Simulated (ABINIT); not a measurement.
# CsHgH3 (Pm-3m): zone-centre phonons, part 2 of 3

Which modes does CsHgH3 (Pm-3m) have at the zone centre?

ABINIT 10.8.3; DFT LDA, scalar-relativistic, plane waves, PseudoDojo norm-conserving pseudopotentials.

So far. Step 5 (Relaxation): The volume changes by +0.2 % in this run and stands -27.8 % from the first cell. The relaxed cell has a = 4.168 Å (conventional setting).

The structure was built from a prototype and need not be the compound's stable phase.

**7. Linear response at Γ**

At q = 0 one unit cell holds all displacements. The response is solved for single atoms along the cell's directions, and symmetry skips those that follow from others. The crystal is treated as a metal, which screens a static field, so no field response is asked.

Contents of dfpt_gamma.abi:

```

# common to the responses
getwfk_filepath "gso_WFK"
kptopt 2
nqpt 1
qpt 0.0 0.0 0.0
asr 0
chneut 0

# displacements
rfphon 1
rfatpol 1 5
rfdir 1 1 1
tolvrs 1.0d-10
prtwf 0

# basis, mesh and filling
ecut 39.0
ecutsm 3.0
ngkpt 6 6 6
nshiftk 1
shiftk 0.0 0.0 0.0
istwfk *1
occopt 7
tsmear 0.01
nband 24
nstep 100
diemac 1000000.0
prtebands 0
prtgsr 0
useylm 1

# cell and atoms
acell 3*1.0 Angstrom
rprim 
    4.167646826 0.0 0.0
    0.0 4.167646826 0.0
    0.0 0.0 4.167646826
ntypat 3
znucl 55 80 1
natom 5
typat 1 2 3 3 3
xred 
    0.0 0.0 0.0
    0.5 0.5 0.5
    0.5 0.5 0.0
    0.5 0.0 0.5
    0.0 0.5 0.5
pp_dirpath "./pseudo"
pseudos "Cs.upf, Hg.upf, H.upf"
```

Run with:

```sh
OMP_NUM_THREADS=1 mpirun -n 4 abinit dfpt_gamma.abi > dfpt_gamma.log
```

Numbers of over 12 decimals in the logs are rounded to 6 here.

dfpt_gamma.abo, the main output file:

```text
[banners, grids, parts of the stress and lines that vanish by symmetry left out]
- input  file    -> dfpt_gamma.abi
- output file    -> dfpt_gamma.abo
- root for input  files -> dfpt_gammai
- root for output files -> dfpt_gammao

 Symmetries : space group Pm -3 m (#221); Bravais cP (primitive cubic)
================================================================================
 Values of the parameters that define the memory need of the present run (RF).
     intxc =       0      iscf =       7    lmnmax =      32     lnmax =       8
     mgfft =      48  mpssoang =       4    mqgrid =    3001     natom =       5
  nloc_mem =       1    nspden =       1   nspinor =       1    nsppol =       1
      nsym =      48    n1xccc =    2501    ntypat =       3    occopt =       7
   xclevel =       1
-    mband =          24        mffmem =           1         mkmem =          28
-   mkqmem =          28        mk1mem =          28           mpw =        5716
      nfft =      110592          nkpt =         112
- my_mband =          24
================================================================================
================================================================================

--------------------------------------------------------------------------------
------------- Echo of variables that govern the present computation ------------
--------------------------------------------------------------------------------
-
- outvars: echo of selected default values
-   iomode0 =  0 , fftalg0 =312 , wfoptalg0 =  0
-
- outvars: echo of global parameters not present in the input file
-  max_nthreads =    1
-
 -outvars: echo values of preprocessed input variables
 [... echo left out ...]
================================================================================

 chkinp: Checking input parameters for consistency.

[...]
== DATASET  1 ==================================================================
-   mpi_nproc: 4, omp_nthreads: 1 (-1 if OMP is not activated)

--- !DatasetInfo
iteration_state: {dtset: 1, }
dimensions: {natom: 5, nkpt: 112, mband: 24, nsppol: 1, nspinor: 1, nspden: 1, mpw: 5716, }
cutoff_energies: {ecut:  39.0, pawecutdg:  -1.0, }
electrons: {nelect:   3.20000000E+01, charge:   0.00000000E+00, occopt:   7.00000000E+00, tsmear:   1.00000000E-02, }
meta: {optdriver: 1, rfphon: 1, }
...

 mkfilename: getwfk from: gso_WFK

 Real(R)+Recip(G) space primitive vectors, cartesian coordinates (Bohr,Bohr^-1):
 R(1)=  7.8757111  0.0000000  0.0000000  G(1)=  0.1269727  0.0000000  0.0000000
 R(2)=  0.0000000  7.8757111  0.0000000  G(2)=  0.0000000  0.1269727  0.0000000
 R(3)=  0.0000000  0.0000000  7.8757111  G(3)=  0.0000000  0.0000000  0.1269727
 Unit cell volume ucvol=  4.8850536E+02 bohr^3
 Angles (23,13,12)=  9.00000000E+01  9.00000000E+01  9.00000000E+01 degrees
 setup1 : take into account q-point for computing boxcut.

 getcut: wavevector=  0.0000  0.0000  0.0000  ngfft=  48  48  48
         ecut(hartree)=     39.000   => boxcut(ratio)=   2.16797

--- Pseudopotential description ------------------------------------------------
- pspini: atom type   1  psp file is ./pseudo/Cs.upf

- pspini: atom type   2  psp file is ./pseudo/Hg.upf

- pspini: atom type   3  psp file is ./pseudo/H.upf

   1.70626051E+03                                ecore*ucvol(ha*bohr**3)
--------------------------------------------------------------------------------

 ==>  initialize data related to q vector <==

 The list of irreducible perturbations for this q vector is:
    1)    idir= 1    ipert=   1
    2)    idir= 1    ipert=   2
    3)    idir= 1    ipert=   3
    4)    idir= 3    ipert=   3

[...]
The perturbation idir=   2  ipert=   1 is
 symmetric of a previously calculated perturbation.
 So, its SCF calculation is not needed.

 The perturbation idir=   3  ipert=   1 is
 symmetric of a previously calculated perturbation.
 So, its SCF calculation is not needed.

 The perturbation idir=   2  ipert=   2 is
 symmetric of a previously calculated perturbation.
 So, its SCF calculation is not needed.

 The perturbation idir=   3  ipert=   2 is
 symmetric of a previously calculated perturbation.
 So, its SCF calculation is not needed.

[...]
The perturbation idir=   2  ipert=   5 is
 symmetric of a previously calculated perturbation.
 So, its SCF calculation is not needed.

 The perturbation idir=   3  ipert=   5 is
 symmetric of a previously calculated perturbation.
 So, its SCF calculation is not needed.

--------------------------------------------------------------------------------
 Perturbation wavevector (in red.coord.)   0.000000  0.000000  0.000000
 Perturbation : displacement of atom   1   along direction   1
 Found     8 symmetries that leave the perturbation invariant.

[...]
dfpt_looppert : total number of electrons, from k and k+q
  fully or partially occupied states are    3.200000E+01 and    3.200000E+01.
 Initialisation of the first-order wave-functions :
  ireadwf=   0

--- !BeginCycle
iteration_state: {dtset: 1, }
solver: {iscf: 7, nstep: 100, nline: 4, wfoptalg: 0, }
tolerances: {tolvrs: 1.00E-10, }
...

     iter   2DEtotal(Ha)        deltaE(Ha) residm    vres2
-ETOT  1   2.703422     -5.923E+02 1.820E+00 3.616E+02
 ETOT  2   2.423116     -2.803E-01 1.795E-01 2.477E+01
 ETOT  3   2.410316     -1.280E-02 4.203E-02 2.483E+00
 ETOT  4   2.409725     -5.913E-04 7.773E-03 2.852E-02
 ETOT  5   2.409708     -1.674E-05 3.232E-03 4.882E-04
[...]
At SCF step   11       vres2   =  1.10E-11 < tolvrs=  1.00E-10 =>converged.
[...]
Mean square residual over all n,k,spin=   20.159E-09; max=  14.813E-06

 Thirteen components of 2nd-order total energy (hartree) are
 1,2,3: 0th-order hamiltonian combined with 1st-order wavefunctions
     kin0=   3.92211090E+02 eigvalue=   2.03235606E+01  local=  -2.76925256E+02
 4,5,6: 1st-order hamiltonian combined with 1st and 0th-order wfs
 loc psp =  -4.61924233E+02  Hartree=   1.64100557E+02     xc=  -4.40332461E+01
 note that "loc psp" includes a xc core correction that could be resolved
 7,8,9: eventually, occupation + non-local contributions
    edocc=   7.52721132E+01     enl0=   2.61598543E+02   enl1=  -7.23170490E+02
 1-9 gives the relaxation energy (to be shifted if some occ is /=2.0)
   erelax=  -5.92547362E+02
 10,11,12 Non-relaxation  contributions : frozen-wavefunctions and Ewald
 fr.local=   1.17109969E+02 fr.nonlo=   3.64244082E+02  Ewald=   1.10095401E+02
 13,14 Frozen wf xc core corrections (1) and (2)
 frxc 1  =  -7.17177164E+01  frxc 2 =   7.52253347E+01
 Resulting in :
 2DEtotal=    0.2409708056E+01 Ha. Also 2DEtotal=    0.655714966551E+02 eV
    (2DErelax=   -5.9254736155E+02 Ha. 2DEnonrelax=    5.9495706960E+02 Ha)
    (  non-var. 2DEtotal :    2.4097080814E+00 Ha)

[...]
Perturbation wavevector (in red.coord.)   0.000000  0.000000  0.000000
 Perturbation : displacement of atom   2   along direction   1
 Found     8 symmetries that leave the perturbation invariant.

[...]
dfpt_looppert : total number of electrons, from k and k+q
  fully or partially occupied states are    3.200000E+01 and    3.200000E+01.
 Initialisation of the first-order wave-functions :
  ireadwf=   0

--- !BeginCycle
iteration_state: {dtset: 1, }
solver: {iscf: 7, nstep: 100, nline: 4, wfoptalg: 0, }
tolerances: {tolvrs: 1.00E-10, }
...

     iter   2DEtotal(Ha)        deltaE(Ha) residm    vres2
-ETOT  1   4.187339     -9.581E+03 2.618E+01 4.243E+02
[...]
At SCF step   11       vres2   =  2.39E-11 < tolvrs=  1.00E-10 =>converged.
[...]
Mean square residual over all n,k,spin=   62.479E-11; max=  54.183E-08

 Thirteen components of 2nd-order total energy (hartree) are
 1,2,3: 0th-order hamiltonian combined with 1st-order wavefunctions
     kin0=   8.88728847E+03 eigvalue=   6.67274052E+02  local=  -5.85261726E+03
 4,5,6: 1st-order hamiltonian combined with 1st and 0th-order wfs
 loc psp =  -1.44911289E+04  Hartree=   4.03265537E+03     xc=  -4.59316158E+02
 note that "loc psp" includes a xc core correction that could be resolved
 7,8,9: eventually, occupation + non-local contributions
    edocc=   1.85822378E+02     enl0=   2.12202244E+03   enl1=  -4.67512970E+03
 1-9 gives the relaxation energy (to be shifted if some occ is /=2.0)
   erelax=  -9.58312930E+03
 10,11,12 Non-relaxation  contributions : frozen-wavefunctions and Ewald
 fr.local=   6.99243642E+03 fr.nonlo=   2.34611969E+03  Ewald=   1.27646842E+02
 13,14 Frozen wf xc core corrections (1) and (2)
 frxc 1  =  -8.00889780E+02  frxc 2 =   9.19557773E+02
 Resulting in :
 2DEtotal=    0.1741648830E+01 Ha. Also 2DEtotal=    0.473926790251E+02 eV
    (2DErelax=   -9.5831292963E+03 Ha. 2DEnonrelax=    9.5848709452E+03 Ha)
    (  non-var. 2DEtotal :    1.7416557685E+00 Ha)

[...]
Perturbation wavevector (in red.coord.)   0.000000  0.000000  0.000000
 Perturbation : displacement of atom   3   along direction   1
 Found     4 symmetries that leave the perturbation invariant.

[...]
dfpt_looppert : total number of electrons, from k and k+q
  fully or partially occupied states are    3.200000E+01 and    3.200000E+01.
 Initialisation of the first-order wave-functions :
  ireadwf=   0

--- !BeginCycle
iteration_state: {dtset: 1, }
solver: {iscf: 7, nstep: 100, nline: 4, wfoptalg: 0, }
tolerances: {tolvrs: 1.00E-10, }
...

     iter   2DEtotal(Ha)        deltaE(Ha) residm    vres2
-ETOT  1   1.391252     -5.521E+01 1.293E+00 6.191E+02
[...]
At SCF step   11       vres2   =  3.87E-12 < tolvrs=  1.00E-10 =>converged.
[...]
Mean square residual over all n,k,spin=   43.264E-09; max=  49.290E-06

 Thirteen components of 2nd-order total energy (hartree) are
 1,2,3: 0th-order hamiltonian combined with 1st-order wavefunctions
     kin0=   5.94714732E+01 eigvalue=  -2.04566420E+00  local=  -1.07477539E+01
 4,5,6: 1st-order hamiltonian combined with 1st and 0th-order wfs
 loc psp =  -7.99062900E+01  Hartree=   1.17424653E+01     xc=  -7.19851564E+00
 note that "loc psp" includes a xc core correction that could be resolved
 7,8,9: eventually, occupation + non-local contributions
    edocc=   4.45410638E+00     enl0=  -3.60367737E-01   enl1=  -3.07251968E+01
 1-9 gives the relaxation energy (to be shifted if some occ is /=2.0)
   erelax=  -5.53157434E+01
 10,11,12 Non-relaxation  contributions : frozen-wavefunctions and Ewald
 fr.local=   5.83638479E+01 fr.nonlo=   1.55399424E+01  Ewald=  -1.73059912E+01
 13,14 Frozen wf xc core corrections (1) and (2)
 frxc 1  =   0.00000000E+00  frxc 2 =   0.00000000E+00
 Resulting in :
 2DEtotal=    0.1282055784E+01 Ha. Also 2DEtotal=    0.348865151344E+02 eV
    (2DErelax=   -5.5315743399E+01 Ha. 2DEnonrelax=    5.6597799184E+01 Ha)
    (  non-var. 2DEtotal :    1.2820558129E+00 Ha)

[...]
Perturbation wavevector (in red.coord.)   0.000000  0.000000  0.000000
 Perturbation : displacement of atom   3   along direction   3
 Found     8 symmetries that leave the perturbation invariant.

--------------------------------------------------------------------------------

--------------------------------------------------------------------------------

 dfpt_looppert : total number of electrons, from k and k+q
  fully or partially occupied states are    3.200000E+01 and    3.200000E+01.
 Initialisation of the first-order wave-functions :
  ireadwf=   0

--- !BeginCycle
iteration_state: {dtset: 1, }
solver: {iscf: 7, nstep: 100, nline: 4, wfoptalg: 0, }
tolerances: {tolvrs: 1.00E-10, }
...

     iter   2DEtotal(Ha)        deltaE(Ha) residm    vres2
-ETOT  1   1.771723     -5.607E+01 6.068E-01 1.678E+03
[...]
ETOT 11   1.376339     -7.645E-12 6.354E-07 1.197E-10
 ETOT 12   1.376339      4.569E-12 9.279E-07 1.059E-12

 At SCF step   12       vres2   =  1.06E-12 < tolvrs=  1.00E-10 =>converged.
[...]
Mean square residual over all n,k,spin=   10.557E-10; max=  92.794E-08

 Thirteen components of 2nd-order total energy (hartree) are
 1,2,3: 0th-order hamiltonian combined with 1st-order wavefunctions
     kin0=   6.29912459E+01 eigvalue=  -1.87175139E+00  local=  -1.42461619E+01
 4,5,6: 1st-order hamiltonian combined with 1st and 0th-order wfs
 loc psp =  -8.18361743E+01  Hartree=   1.22424270E+01     xc=  -6.74784687E+00
 note that "loc psp" includes a xc core correction that could be resolved
 7,8,9: eventually, occupation + non-local contributions
    edocc=   4.46033664E+00     enl0=  -3.64032125E-01   enl1=  -3.10922603E+01
 1-9 gives the relaxation energy (to be shifted if some occ is /=2.0)
   erelax=  -5.64642173E+01
 10,11,12 Non-relaxation  contributions : frozen-wavefunctions and Ewald
 fr.local=  -4.06544962E+01 fr.nonlo=   1.44199191E+01  Ewald=   8.40751336E+01
 13,14 Frozen wf xc core corrections (1) and (2)
 frxc 1  =   0.00000000E+00  frxc 2 =   0.00000000E+00
 Resulting in :
 2DEtotal=    0.1376339137E+01 Ha. Also 2DEtotal=    0.374520958733E+02 eV
    (2DErelax=   -5.6464217302E+01 Ha. 2DEnonrelax=    5.7840556439E+01 Ha)
    (  non-var. 2DEtotal :    1.3763391504E+00 Ha)

[...]
---- first-order wavefunction calculations are completed ----

 ==> Compute Derivative Database <==

 [... matrices left out ...]
  Phonon wavevector (reduced coordinates) :  0.00000  0.00000  0.00000
 Phonon energies in Hartree :
  -5.163699E-06 -5.163699E-06 -5.163697E-06  4.005764E-04  4.005764E-04
   4.005764E-04  2.565306E-03  2.565306E-03  2.565306E-03  3.331501E-03
   3.331501E-03  3.331501E-03  4.119801E-03  4.119801E-03  4.119801E-03
 Phonon frequencies in cm-1    :
- -1.133301E+00 -1.133301E+00 -1.133301E+00  8.791635E+01  8.791635E+01
-  8.791635E+01  5.630196E+02  5.630196E+02  5.630196E+02  7.311800E+02
-  7.311800E+02  7.311800E+02  9.041918E+02  9.041918E+02  9.041918E+02

== END DATASET(S) ==============================================================
================================================================================

 -outvars: echo values of variables after computation
            acell      1.8897261259E+00  1.8897261259E+00  1.8897261259E+00 Bohr
           etotal      1.3763391374E+00
            fcart      0.0000000000E+00  0.0000000000E+00  0.0000000000E+00
           strten      0.0000000000E+00  0.0000000000E+00  0.0000000000E+00
================================================================================
```

Elapsed: 7.3 min, on 4 MPI ranks of Arm Neoverse N1, shared host; 29 min of CPU time.

Read from the output:

* largest acoustic frequency at the zone centre before the sum rule: -1.13 cm⁻¹
* highest optical zone-centre mode (no LO-TO term): 904.2 cm⁻¹
* lowest optical zone-centre mode: 87.92 cm⁻¹

The acoustic modes at Γ come out as far as 1.1 cm⁻¹ from zero, where they should vanish, a small numerical error.

(Continued in part 3 of 3.)

[Host names and launcher messages were left out of these logs when they were recorded.]

[Logs are printed without paths, hosts, clocks, repeated set-up lines and the standing remarks that a program may print on its own settings, such as how far it seeks lower states.]

[Hosts, paths, dates, database ids (printed as entryN), source tags and the programs' standing remarks are cut or masked in the printed files.]
